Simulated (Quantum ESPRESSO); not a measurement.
## NaF (Villiaumite): from Born charge to LO-TO splitting

Wanted: the LO mode of NaF (Villiaumite) from the TO mode and the field response.

Program: Quantum ESPRESSO 7.5. Level of theory: DFT LDA, scalar-relativistic, plane waves, PseudoDojo norm-conserving pseudopotentials. Results are calculated unless marked as measured.

## 1. Set-up

It takes space group Fm-3m (No. 225, cubic). The conventional cell has a = 4.502 Å, b = 4.502 Å, c = 4.502 Å, α = 90.00°, β = 90.00°, γ = 90.00°. Na has 6 F at 2.25 Å nearest. Nearest to F lie 6 Na at 2.25 Å. Farther neighbours and most contacts between anions are not listed.

As a file:

```
CELL_PARAMETERS angstrom
-2.25106 0.00000 2.25106
0.00000 2.25106 2.25106
-2.25106 2.25106 0.00000
ATOMIC_POSITIONS crystal
Na 0.00000 0.00000 0.00000
F 0.50000 0.50000 0.50000
```

This is the cell after its relaxation at this level of theory, not the database cell from which that began.

## 2. What the response run gave

A linear-response run on the relaxed cell, with the response to an electric field; only its zone-centre results are used. Cutoff 97 Ry, k mesh 8×8×8.

Log:

```text
[banners, grids, parts of the stress and lines that vanish by symmetry left out]
Program PHONON v.7.5
     Reading xml data from directory:

[...]
Exchange-correlation= PW
                           (   1   4   0   0   0   0   0)
[...]
kinetic-energy cut-off    =      97.0000  Ry
     charge density cut-off    =     388.0000  Ry
     convergence threshold     =      1.0E-18
[...]
Exchange-correlation= PW
                           (   1   4   0   0   0   0   0)
[...]
q = (   0.0000000   0.0000000   0.0000000 )
     49 Sym.Ops. (with q -> -q+G )
     G cutoff =  711.3827  (  19795 G-vectors)     FFT grid: ( 40, 40, 40)
     number of k points=    29
[...]
Mode symmetry, O_h (m-3m)  point group:
[...]
Dielectric constant
[...]
End of electric fields calculation
          Dielectric constant in cartesian axis
          (       1.930666886       0.000000000       0.000000000 )
          (       0.000000000       1.930666886      -0.000000000 )
          (       0.000000000      -0.000000000       1.930666886 )
          Effective charges (d Force / dE) in cartesian axis without acoustic sum rule applied (asr)
           atom    1  Na    Mean Z*:        0.99905
      Ex  (        0.99905        0.00000        0.00000 )
      Ey  (       -0.00000        0.99905       -0.00000 )
      Ez  (        0.00000       -0.00000        0.99905 )
           atom    2  F     Mean Z*:       -0.99842
      Ex  (       -0.99842        0.00000        0.00000 )
      Ey  (        0.00000       -0.99842       -0.00000 )
      Ez  (        0.00000       -0.00000       -0.99842 )
          Effective charges Sum: Mean:        0.00063
[...]
Effective charges (d Force / dE) in cartesian axis with asr applied:
           atom    1  Na    Mean Z*:        0.99874
[...]
atom    2  F     Mean Z*:       -0.99874
[...]
Representation #   1 modes #   1   2   3
[...]
End of self-consistent calculation
     Convergence has been achieved
     Representation #   2 modes #   4   5   6
[...]
End of self-consistent calculation
     Convergence has been achieved
[...]
Dielectric constant in cartesian axis
          (       1.930666886       0.000000000       0.000000000 )
          (       0.000000000       1.930666886      -0.000000000 )
          (       0.000000000      -0.000000000       1.930666886 )
          Effective charges (d Force / dE) in cartesian axis without acoustic sum rule applied (asr)
           atom    1  Na    Mean Z*:        0.99905
      Ex  (        0.99905        0.00000        0.00000 )
      Ey  (       -0.00000        0.99905       -0.00000 )
      Ez  (        0.00000       -0.00000        0.99905 )
           atom    2  F     Mean Z*:       -0.99842
      Ex  (       -0.99842        0.00000        0.00000 )
      Ey  (        0.00000       -0.99842       -0.00000 )
      Ez  (        0.00000       -0.00000       -0.99842 )
          Effective charges Sum: Mean:        0.00063
[...]
Effective charges (d Force / dE) in cartesian axis with asr applied:
           atom    1  Na    Mean Z*:        0.99874
[...]
atom    2  F     Mean Z*:       -0.99874
[...]
q = (    0.000000000   0.000000000   0.000000000 )
[...]
freq (    1) =       0.104483 [THz] =       3.485173 [cm-1]
     freq (    2) =       0.104483 [THz] =       3.485173 [cm-1]
     freq (    3) =       0.104483 [THz] =       3.485173 [cm-1]
     freq (    4) =       8.276567 [THz] =     276.076555 [cm-1]
     freq (    5) =       8.276567 [THz] =     276.076555 [cm-1]
     freq (    6) =       8.276567 [THz] =     276.076555 [cm-1]
[...]
Mode symmetry, O_h (m-3m)  point group:
     freq (   1-   3) =          3.5  [cm-1]   --> T_1u G_15  G_4- I
     freq (   4-   6) =        276.1  [cm-1]   --> T_1u G_15  G_4- I

   JOB DONE.
```

| quantity | value |
| --- | --- |
| cell volume Ω (Å³) | 22.813 |
| mass of Na (u) | 22.990 |
| mass of F (u) | 18.998 |
| Born charge of Na, raw (e) | 0.999 |
| Born charge of F, raw (e) | -0.998 |
| ε∞ | 1.931 |
| ω(TO) after the sum rule (cm⁻¹) | 276.1 |

## 3. The calculation

The charges must sum to zero over the cell; taking off their mean, 0.000 e, leaves Z* = 0.999 e on Na. In the polar mode Na moves against F, so the reduced mass is μ = 22.99 × 19.00 / 41.99 = 10.402 u.

A longitudinal wave builds up a field that adds to the restoring force: ω(LO)² = ω(TO)² + 4π Z*² / (μ Ω ε∞), in Hartree atomic units. With μ = 18962 electron masses and Ω = 153.95 bohr³ the second term is 2.2238e-06 Ha², or 107118 cm⁻² (1 Ha = 219474.6 cm⁻¹).

So ω(LO) = √(76209 + 107118) = 428.2 cm⁻¹, and by the Lyddane-Sachs-Teller relation ε₀ = ε∞ (ω(LO)/ω(TO))² = 4.64.

## 4. Check against the program

The analysis program adds the same non-analytic term to the full matrix, here for q along (1 0 0).

Log:

```text
[banner, memory and clock lines left out]
Program DYNMAT v.7.5

     Reading Dynamical Matrix from file g.dyn
     ...Force constants read
     ...epsilon and Z* read

     Polarizability (A^3 units)
     multiply by 0.763229 for Clausius-Mossotti correction
         1.689564    0.000000    0.000000
         0.000000    1.689564   -0.000000
         0.000000   -0.000000    1.689564

     IR activities are in (D/A)^2/amu units

# mode   [cm-1]    [THz]      IR
    1     -0.00   -0.0000    0.0000
    2     -0.00   -0.0000    0.0000
    3      0.00    0.0000    0.0000
    4    276.06    8.2761    2.2123
    5    276.06    8.2761    2.2123
    6    428.18   12.8365    2.2123
```

ε₀ comes from the program's run without a direction of q.

| quantity | by hand | program |
| --- | --- | --- |
| ω(LO) (cm⁻¹) | 428.2 | 428.2 |
| ε₀ | 4.64 | 4.64 |

## 5. Summary of results

| Property | Result |
| --- | --- |
| TO mode | 276.1 cm⁻¹ |
| LO mode | 428.2 cm⁻¹ |
| static dielectric constant | 4.645 |

**Reading.** The LO mode of NaF (Villiaumite) lies at 428 cm⁻¹, 152 cm⁻¹ above the TO mode; the formula meets the program within 0.1 cm⁻¹, as it must for a cubic crystal with one polar mode. ω(LO)² − ω(TO)² goes with Z*²/ε∞: an error of 5 % in ε∞ would move the LO mode by 6.0 cm⁻¹, and semilocal functionals tend to overestimate ε∞. These are harmonic values at zero temperature, at the volume of this functional, for the structure held cubic; stability elsewhere in the zone is no part of this calculation.

[Host names and launcher messages were left out of these logs when they were recorded.]

[Logs are printed without paths, hosts, clocks, repeated set-up lines and the standing remarks that a program may print on its own settings, such as how far it seeks lower states.]

[Hosts, paths, dates, database ids (printed as entryN), source tags and the programs' standing remarks are cut or masked in the printed files.]
